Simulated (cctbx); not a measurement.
# Lattice, Laue class and space group of a new crystal

Cell: a = 5.6800 Å, b = 7.3700 Å, c = 4.9890 Å, α = 90.00°, β = 90.00°, γ = 90.00°. Expected content of the cell: Mo12 N4.

The data are simulated with cctbx, not measured: Cu Kα, λ = 1.54184 Å, to d = 0.83 Å, 80 % of the full sphere, strongest reflection 5000 counts, noise from counting, a 2 % proportional error and a noise floor of 4 counts (s.d.); no absorption.

A first pass over the reflections prints:

```text
1227 reflections to d = 0.830 A
centring   violations  <I/sigma> of those
    A        376 of   595     11.9
    B        377 of   625     11.5
    C        401 of   600     11.9
    I        364 of   605      9.7
    R        567 of   829     12.1
    F        577 of   910     11.8
Laue class    unique    Rint  (classes that these axes allow; Friedel mates merged)
P -1              734   0.024
P 1 2/m 1         414   0.028
P 1 1 2/m         428   0.027
P 2/m 1 1         421   0.028
P m m m           254   0.030
space group    extra absences  I>4sigma  <I/sigma>
P 2 2 2                 0          0         -  acentric
P 2 2 21                6          0       0.0  acentric
P 21 2 2                4          0      -0.1  acentric
P 2 21 2                5          0       0.8  acentric
P 21 21 2               9          0       0.4  acentric
P 2 21 21              11          0       0.4  acentric
P 21 2 21              10          0      -0.0  acentric
P 21 21 21             15          0       0.2  acentric
P m m 2                 0          0         -  acentric
P 2 m m                 0          0         -  acentric
P m 2 m                 0          0         -  acentric
P 21 m a               71          0       0.2  acentric
P m 2 a                71          0       0.2  acentric
P n m 21               63          0      -0.2  acentric
P n 21 m               63          0      -0.2  acentric
P n 21 a              134          0       0.0  acentric
P m m m                 0          0         -  centric
P m m a                71          0       0.2  centric
P n m m :1             63          0      -0.2  centric
P n m m :2             63          0      -0.2  centric
P n m a               134          0       0.0  centric
Wilson B = 0.02 A^2   <|E^2-1|> = 0.962 (0.968 centric, 0.736 acentric)   E^2>4: 4.4 %
shell (A)         n   <I/sigma>
 7.37 - 1.66     42     25.3
 1.66 - 1.32     32     21.9
 1.32 - 1.15     32     31.0
 1.15 - 1.05     27     19.0
 1.05 - 0.97     31     21.1
 0.97 - 0.91     33     18.8
 0.91 - 0.87     32     24.4
 0.87 - 0.83     25     25.2
```

Q: Read the symmetry from these tables.

Every centring test has many violations, so the lattice is primitive.

Rint stays low (0.024 to 0.030) up to P m m m, the highest class in these axes.

21 settings pass the absence test. The most absences obeyed, 134, belong to P n 21 a and P n m a, which absences can't tell apart.

⟨|E²−1|⟩ = 0.962 leans to a centrosymmetric structure. The Wilson B of 0.02 Å² means U ≈ 0.0003 Å², too small to be real: the Wilson fit fails with so few reflections and atoms.

The true group is Pnma (no. 62), Laue class mmm, centrosymmetric. The tables only narrow the choice to the tied entries; cell content, site symmetry and trial solutions must settle it.

The model is made up (kin elements in a known structure type, no relaxation), so it says nothing on whether the phase exists.

[Logs are printed without paths, hosts, clocks, repeated set-up lines and the standing remarks that a program may print on its own settings, such as how far it seeks lower states.]
